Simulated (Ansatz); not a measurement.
# Lattice dynamics of BiSb (model cell, started as zinc blende), part 2 of 2

Aim: the phonons of BiSb (model cell, started as zinc blende) at a cell relaxed beforehand at this level. After the zone centre comes a 2×2×2 q mesh on a 10×10×10 k mesh.

Ansatz 0.2.0; DFT PBE, scalar-relativistic, plane waves, PAW.

So far. Step 2 (Modes at Γ): Before it was imposed, the acoustic sum rule was missed by 8.4e-5 eV/Å². Small misses are needed for a sound result but don't prove that mesh and cutoff are converged. The lowest optical mode is real, 115 cm⁻¹.

The structure was built from a prototype and need not be the compound's stable phase.

### Step 3. The dispersion

Stability and thermal properties need the whole zone. Linear response on a 2×2×2 q mesh gives force constants as far as a supercell of that size would.

input.yaml

```yaml
crystal:
  lattice:
    - [0.0, 3.5712225035, 3.5712225035]
    - [3.5712225035, 0.0, 3.5712225035]
    - [3.5712225035, 3.5712225035, 0.0]
  atoms:
    - { symbol: Bi, position: [0.0, 0.0, 0.0] }
    - { symbol: Sb, position: [0.25, 0.25, 0.25] }
kpoints:
  mp_grid: { grid: [10, 10, 10] }
hamiltonian:
  xc: pbe
scf:
  occupations: { method: methfessel_paxton, width: 0.15 }
output:
  eigenvalues: true
phonons:
  method: dfpt
  qmesh: [2, 2, 2]
  temperatures: { t_max: 1000, t_step: 50 }
  qpath:
    path:
      - [[0.0, 0.0, 0.0], [-0.5, -0.5, 0.0], [-0.375, -0.375, 0.25]]
      - [[-0.375, 0.0, 0.375], [0.0, 0.0, 0.0], [0.0, 0.0, 0.5], [-0.5, -0.25, 0.25], [-0.5, -0.5, 0.0]]
    npoints: 10
```

Command:

```console
$ ansatz run input.yaml --threads 4 --pin off --max-ram 7168MiB --backend cpu --events-out ev --progress --plain --runs-dir out
```

Numbers of over 12 decimals in the logs are rounded to 6 here.

The log of the run:

```text
Warning: phonons: the dynamical matrix that this run interpolates holds no multipole term above the dipole-dipole one, and a site of this crystal is no centre of inversion, so its interpolated transverse optical and acoustic branches and sound speeds can stay off near Gamma, and the density of states and the thermodynamics with them. What a run solves at a wave vector of phonons.qpoints, Gamma apart, where the deck admits one, is free of this, and under fd what a larger phonons.supercell samples
[...]
Crystal: 2 atoms, lattice volume = 91.092 Å³
Basis set: ecut = 420 eV, 1807 PW (Γ), exchange–correlation on 72×72×72 points (8 copies of the dense FFT grid, shifted against one another)
Bands: 19, of which v1, the nominal top of the filled ones, is band 15 counted from 1 (14 counted from 0)
Symmetry: 24 space group operations
k-points: 47 of 1000 (time reversal used)
[...]
SCF iter   1: F=—  HF=-18880.587426 eV  |F-HF|=—  |Δ(HF+E_count)|=         —  Δρ=1.24e-3  dr2=2.64e-3  ethr=1.77e-3  ⟨swp⟩=5.8  Hψ=4495  notcnv=0
[...]
SCF iter  10: F=-18880.586024 eV  HF=-18880.586024 eV  |F-HF|=7.28e-12  |Δ(HF+E_count)|=  1.86e-10  S|Δr|=    0.00e0  Δρ=2.39e-8  dr2=6.53e-13  ethr=1.00e-12  ⟨swp⟩=5.7  Hψ=5004  notcnv=0
SCF 1 converged in 10 iterations: F = -18880.586024 eV  dr2 = 6.53e-13
[...]
iter 1 solved again at ethr=3.38e-7 eV; its pass at ethr=3.10e-3 eV (dr2=1.01e-4 eV) is discarded
SCF iter   1: F=—  HF=-18880.586018 eV  |F-HF|=—  |Δ(HF+E_count)|=         —  Δρ=1.90e-6  dr2=2.21e-9  ethr=3.38e-7  ⟨swp⟩=3.6  Hψ=7144  notcnv=0
eigensolver tolerance schedule: the retry pair's looser diagonalisation over-reported the residual by 45952.35 of it (diagonalisation noise at an unbounded share of the residual, at the tolerance the schedule requests for it); recorded, not acted on — ethr = c·dr2/N_el stays at c = 1.0e-1
[...]
SCF iter   2: F=—  HF=-18880.586024 eV  |F-HF|=—  |Δ(HF+E_count)|=   6.26e-6  S|Δr|=    0.00e0  Δρ=1.69e-6  dr2=3.28e-9  ethr=7.36e-12  ⟨swp⟩=4.1  Hψ=2667  notcnv=0
[...]
SCF iter   8: F=-18880.586024 eV  HF=-18880.586024 eV  |F-HF|=3.64e-12  |Δ(HF+E_count)|=  3.64e-12  S|Δr|=    0.00e0  Δρ=8.69e-8  dr2=4.50e-12  ethr=1.00e-12  ⟨swp⟩=2.3  Hψ=1934  notcnv=0
SCF 2 converged in 8 iterations: F = -18880.586024 eV  dr2 = 4.50e-12
phonons: the bands overlap, so this run is a metal and interpolates without the dipole-dipole term. If the crystal is really an insulator or semiconductor, its LO-TO splitting is missing
NSCF: frozen V_eff on 47 k-points
WARN: eigensolver did not converge in 12 slots of this pass, the one above among them; of largest residual over every band (k=20): 1 band(s) unlocked (lowest unlocked band 18, counted from 0; max residual 8.43e-4 eV among the unlocked bands, 8.43e-4 eV over every band); of lowest unlocked band (k=8): band 18
[...]
DFPT response loops at q = (0, 0, 0) (fractional): preconditioner auto → none (partly filled bands, converged f_vac=0.157); β = 0.50; Broyden in place of MSR1
[...]
SCF converged after 10 iterations
[...]
Free energy (F): -18880.586024 eV
[...]
Internal energy: -18880.585459 eV  (E = F + TS)
E sigma→0 (E₀):  -18880.585883 eV
Entropy (-TS):   -0.000565 eV (-0.283 meV/atom)
Fermi energy:    5.922348 eV
[...]
--- Band table (eV; the first three rows and the last of 47) ---
  k-point 0: bands = [... 11 lower, -0.5712, 4.4270, 4.4270, 4.4270, 6.6449, 6.6449, 6.6449, 9.5679]
  k-point 1: bands = [... 11 lower, -0.7596, 4.3211, 4.3211, 4.3586, 6.7872, 6.7960, 6.7960, 9.9329]
  k-point 2: bands = [... 11 lower, -1.2344, 4.0926, 4.0926, 4.1458, 7.1283, 7.1283, 7.3142, 10.7031]
  k-point 46: bands = [... 11 lower, -3.0912, 2.5861, 2.6052, 6.2410, 6.6786, 8.7908, 8.8934, 11.9183]
--- Phonons (Γ-DFPT): 2 representative perturbations + reference (Σ response iterations 6) ---
  ASR residual: 9.761e-5 → 0.000e0 eV/Å²; symmetrization residual: 6.072e-5 eV/Å²
  ASR residual per site (eV/Å²): 9.76e-5 6.58e-5
  Γ frequencies (cm⁻¹): 0.00 0.00 0.00 115.47 115.47 115.47
--- Phonons (arbitrary-q DFPT): 3 irreducible q on the 2×2×2 mesh ---
  q = [0.0000, 0.0000, 0.0000] (star 1, of the zone-centre solve; hermiticity 3.22e-5, symmetrization 3.38e-12): -0.00 0.00 0.00 115.47 115.47 115.47
  q = [0.0000, 0.0000, -0.5000] (star 4, 2 solved perturbations on 282 of 1000 k-point pairs; hermiticity 2.26e-5, symmetrization 4.04e-12): 12.89 12.89 67.61 100.48 116.03 116.03
  q = [0.0000, -0.5000, -0.5000] (star 3, 4 solved perturbations in 546 linear systems a pass and spin channel, the states on 171 of 1000 k-point pairs; hermiticity 1.83e-5, symmetrization 2.03e-12): 20.26 20.26 55.56 80.42 80.42 104.97
  sum rule: each row above includes the acoustic sum rule's correction from the zone centre's row sums; it moved no ω² by more than (0.38 cm⁻¹)²
  mesh force constants: q→R imaginary residual 1.52e-17; ASR residual 9.761e-5 → 0.000e0 eV/Å²; symmetrization residual 2.665e-15 eV/Å²
  interpolated dispersion: 62 rows × 6 modes
  density of states and harmonic sums: on the 16×16×16 q-mesh, interpolated from the force constants of a 2×2×2 supercell (no non-analytic term)
  largest difference from the sums on the solved wave vectors: F 1.28e-1 eV, S 1.61e-4 and C_V 3.23e-5 eV/K
  zero-point energy: 0.024826 eV/cell   skipped modes (ω ≤ 0): 3   left out of the sums: 1.22e-4 of the cell's modes: C_V's classical limit lies that fraction below 3 k_B per atom; for a crystal, a wire or a layer, F and S can be off by more, and a phonons.interpolated_qmesh denser along its periods is the remedy for the sampling
```

Wall time 56 s (4 threads of Arm Neoverse V2, shared host); peak memory 1.5 GiB; 3.6 min of CPU time.

Numbers from this step:

```yaml
sum_rule_residual_before_enforcement: 9.76e-5 eV/Å²
lowest_frequency_on_the_path: 0 cm⁻¹
highest_frequency_on_the_path_or_at_a_solved_wavevector: 116.3 cm⁻¹
lowest_mode_on_the_q_mesh_acoustic_modes_at_gamma_apart: 12.89 cm⁻¹
```

Frequencies (cm⁻¹) solved at each irreducible wavevector; negative means imaginary. Frequencies by wavevector, by row:

```
q in reciprocal lattice units  star  mode 1  mode 2  mode 3  mode 4  mode 5  mode 6
                        0 0 0     1       0       0       0   115.5   115.5   115.5
                     0 0 -0.5     4    12.9    12.9    67.6   100.5     116     116
                  0 -0.5 -0.5     3    20.3    20.3    55.6    80.4    80.4     105
```

Interpolated from a 2×2×2 q mesh. Phonon branches along the path, in cm⁻¹:

```
    point  branch 1  branch 2  branch 3  branch 4  branch 5  branch 6
        Γ         0         0         0       116       116       116
  halfway        10        10        45       106       106       114
        X        20        20        56        80        80       105
  halfway        20        24        58        82        84       105
        U        18        30        61        85        93       105
jump to K        18        30        61        85        93       105
  halfway         7        22        50       106       112       115
        Γ         0         0         0       116       116       116
  halfway         9         9        47       109       116       116
        L        13        13        68       100       116       116
  halfway        11        28        64        93       106       109
        W         3        38        62        89        89       102
  halfway        13        31        59        84        85       104
        X        20        20        56        80        80       105
```

The phonon branches as a text plot (rows in cm⁻¹):

```
    114 |********              ***********************
    109 |    **  ***        **** *         **        ***
    104 |      *    *********  **            ***      ***********
     99 |       *          * **                 *****   *
     94 |        *        * *                        **
     90 |         **     * *                           ******
     85 |           *  ****                                 ***
     80 |            ***                                       **
     75 |
     70 |
     65 |                                      ********
     61 |               *******               *        *******
     56 |         ******       *             *                ***
     51 |       **              *
     46 |      *                            *
     41 |                        *
     36 |    **                   **       *            *****
     31 |   *             *****           *            *     *
     27 |               **     *                      *       *
     22 |  *         ***        *   *    *          **         **
     17 |         ***   ****     *                 *          **
     12 | *  *****          ***   ** *  *    **********      *
      7 |  **                  **   *     ***          **   *
      2 |**                      *********               ***
         Γ           X  U|K            Γ         L        W     X
```

Tetrahedra on a 16×16×16 mesh, mean over bins of 1 cm-1. Interpolated from a 2×2×2 q mesh. Phonon density of states against wavenumber; read off at these points:

wavenumber (cm⁻¹), phonon density of states (1/cm⁻¹/cell) and a bar:
```
      0.5      0.000 
      3.5      0.010 ##
      6.5      0.079 ##############
      9.5      0.122 #####################
     12.5      0.168 #############################
     13.5      0.090 ###############
     16.5      0.058 ##########
     19.5      0.045 ########
     22.5      0.042 #######
     25.5      0.043 #######
     28.5      0.044 ########
     31.5      0.045 ########
     34.5      0.028 #####
     38.5      0.005 #
     41.5      0.007 #
     44.5      0.008 #
     47.5      0.012 ##
     50.5      0.016 ###
     53.5      0.026 ####
     56.5      0.050 #########
     60.5      0.094 ################
     61.5      0.151 ##########################
     63.5      0.048 ########
     66.5      0.015 ###
     69.5      0.000 
     72.5      0.000 
     75.5      0.000 
     78.5      0.000 
     82.5      0.015 ###
     85.5      0.037 ######
     88.5      0.058 ##########
     91.5      0.060 ##########
     94.5      0.064 ###########
     97.5      0.068 ############
    100.5      0.071 ############
    103.5      0.092 ################
    107.5      0.127 ######################
    110.5      0.131 #######################
    113.5      0.142 ########################
    115.5      0.174 ##############################
    116.5      0.056 ##########
```

Phonopy on the run's constants, 13x13x13 mesh, Gaussian sigma 2.0 cm-1. Interpolated from a 2×2×2 q mesh. The partial phonon density of states by wavenumber; read off at these points; values in 1/cm⁻¹/cell:

```
wavenumber (cm⁻¹)       Bi       Sb
            -7.50        0        0
            -5.00   1.7e-5   6.7e-6
            -2.50   2.8e-4   1.7e-4
             0.00  0.00191  0.00121
             2.50  0.00870  0.00582
             5.00   0.0281   0.0190
             7.50   0.0524   0.0357
            10.00   0.0688   0.0468
            11.10   0.0728   0.0496
            12.50   0.0702   0.0481
            15.00   0.0489   0.0339
            17.50   0.0325   0.0226
            20.00   0.0282   0.0190
            22.50   0.0246   0.0159
            25.00   0.0258   0.0159
            27.50   0.0276   0.0162
            30.00   0.0266   0.0147
            32.50   0.0246   0.0128
            35.00   0.0184  0.00890
            37.50   0.0111   0.0051
            40.00  0.00536  0.00245
            42.50  0.00455  0.00206
            45.00  0.00728  0.00316
            47.50  0.00882  0.00354
            50.00   0.0120  0.00433
            52.50   0.0193  0.00581
            55.00   0.0312  0.00719
            57.50   0.0489  0.00924
            60.00   0.0687   0.0116
            61.20   0.0714   0.0121
            62.50   0.0625   0.0113
            65.00   0.0303  0.00704
            67.50  0.00887  0.00256
            70.00  0.00133   4.2e-4
            72.50   6.4e-5   2.4e-5
            75.00   1.7e-5   1.7e-5
            77.50   3.1e-4   4.0e-4
            80.00  0.00220  0.00312
            82.50  0.00647   0.0109
            85.00   0.0117   0.0247
            87.50   0.0153   0.0370
            90.00   0.0176   0.0413
            92.50   0.0185   0.0412
            95.00   0.0202   0.0432
            97.50   0.0220   0.0453
           100.00   0.0240   0.0482
           102.50   0.0279   0.0610
           105.00   0.0342   0.0819
           107.50   0.0394   0.0871
           110.00   0.0437   0.0859
           112.50   0.0474   0.0872
           113.00   0.0477   0.0869
           115.00   0.0413   0.0737
           117.50   0.0172   0.0303
           120.00  0.00240  0.00419
           122.50   8.6e-5   1.5e-4
           125.00        0        0
```

Second derivatives of the energy by pair, one row for each kind of neighbour of each atom listed. Each entry sums the pair over the periodic images of the supercell that the q mesh stands for, and in a polar crystal it holds the long-range dipole part too. Force constants by pair, by row:

```
atom  neighbour  distance (Å)  third of the trace (eV/Å²)  along the pair's line (eV/Å²)
 Bi1     itself             0                       3.534                              –
 Bi1         Sb         3.093                     -0.9889                           -2.3
 Bi1         Bi          5.05                      0.1618                         0.0992
 Bi1         Sb         5.922                      0.0459                        -0.1469
 Bi1         Bi         7.142                     -0.7329                        -0.7329
 Sb2     itself             0                       3.375                              –
 Sb2         Bi         3.093                     -0.9889                           -2.3
 Sb2         Sb          5.05                      0.1321                        -0.1785
 Sb2         Bi         5.922                      0.0459                        -0.1469
 Sb2         Sb         7.142                     -0.3961                        -0.3961
```

Symmetry leaves 3 wavevectors to solve. The lowest mode among them, the acoustic zeros apart, lies at q = (0, 0, -0.5) and is real, 12.9 cm⁻¹.

### Step 4. Isotope substitution

An isotope changes the mass and not the force constants, so no new electronic calculation is needed; the shifts show which modes move this element.

The same force constants with the mass of Sb changed from 121.760 to 122.904 u (phonopy, no LO-TO term). Both lists are sorted by frequency; levels can cross, so a row need not hold one and the same mode. Modes under 3 cm⁻¹ are left out. Isotope shifts, by row:

```
          q  rank  natural mass (cm⁻¹)  changed mass (cm⁻¹)
      0 0 0     4                115.5                115.1
      0 0 0     5                115.5                115.1
      0 0 0     6                115.5                115.1
   0 0 -0.5     1                12.89                12.86
   0 0 -0.5     2                12.89                12.86
   0 0 -0.5     3                67.61                67.53
   0 0 -0.5     4                100.5                100.1
   0 0 -0.5     5                  116                115.7
   0 0 -0.5     6                  116                115.7
0 -0.5 -0.5     1                20.26                20.22
0 -0.5 -0.5     2                20.26                20.22
0 -0.5 -0.5     3                55.56                55.56
0 -0.5 -0.5     4                80.42                80.22
0 -0.5 -0.5     5                80.42                80.22
0 -0.5 -0.5     6                  105                104.5
```

A mode of this element alone would shift by -0.47 %. The highest zone-centre frequency without the field goes from 115.5 to 115.1 cm⁻¹ (-0.3 %). The product of the frequency ratios over all optical modes at Γ is 0.991; the product rule, (m/m′)^(3k/2) (M′/M)^(3/2) with k = 1 such atoms and M the mass of the cell, gives 0.991.

### Step 5. What came out

```json
{
 "space group (within 0.01 Å)": "F-43m",
 "volume per atom": "45.5 Å³",
 "electronic character": "no gap on this mesh",
 "highest optical mode at the zone centre (no LO-TO term)": "115 cm⁻¹",
 "lowest optical zone-centre mode": "115 cm⁻¹",
 "lowest mode on the q mesh (acoustic modes at Γ apart)": "12.9 cm⁻¹",
 "highest frequency on the path or at a solved wavevector": "116 cm⁻¹",
 "imaginary modes on the 2×2×2 q mesh": "none"
}
```

In words: The structure is a minimum as far as tested: no mode is imaginary at the 3 irreducible wavevectors of the 2×2×2 mesh, and the softest away from the acoustic zeros lies at 13 cm⁻¹. The optical modes at Γ form one degenerate level at 115 cm⁻¹. With no gap, or one that is small against the smearing, the frequencies hang on the k mesh and the smearing, most of all near Kohn anomalies. Spin-orbit coupling is left out, which can matter for the heavy elements here. A phonon run warned that its eigensolver left some bands unconverged in a pass. The starting cell was built on a prototype and not taken from a measurement, so the phase need not exist. These are harmonic frequencies at zero temperature: anharmonic shifts, linewidths and thermal expansion are left out.

[Logs are printed without paths, hosts, clocks, repeated set-up lines and the standing remarks that a program may print on its own settings, such as how far it seeks lower states.]

[Hosts, paths, dates, database ids (printed as entryN), source tags and the programs' standing remarks are cut or masked in the printed files.]
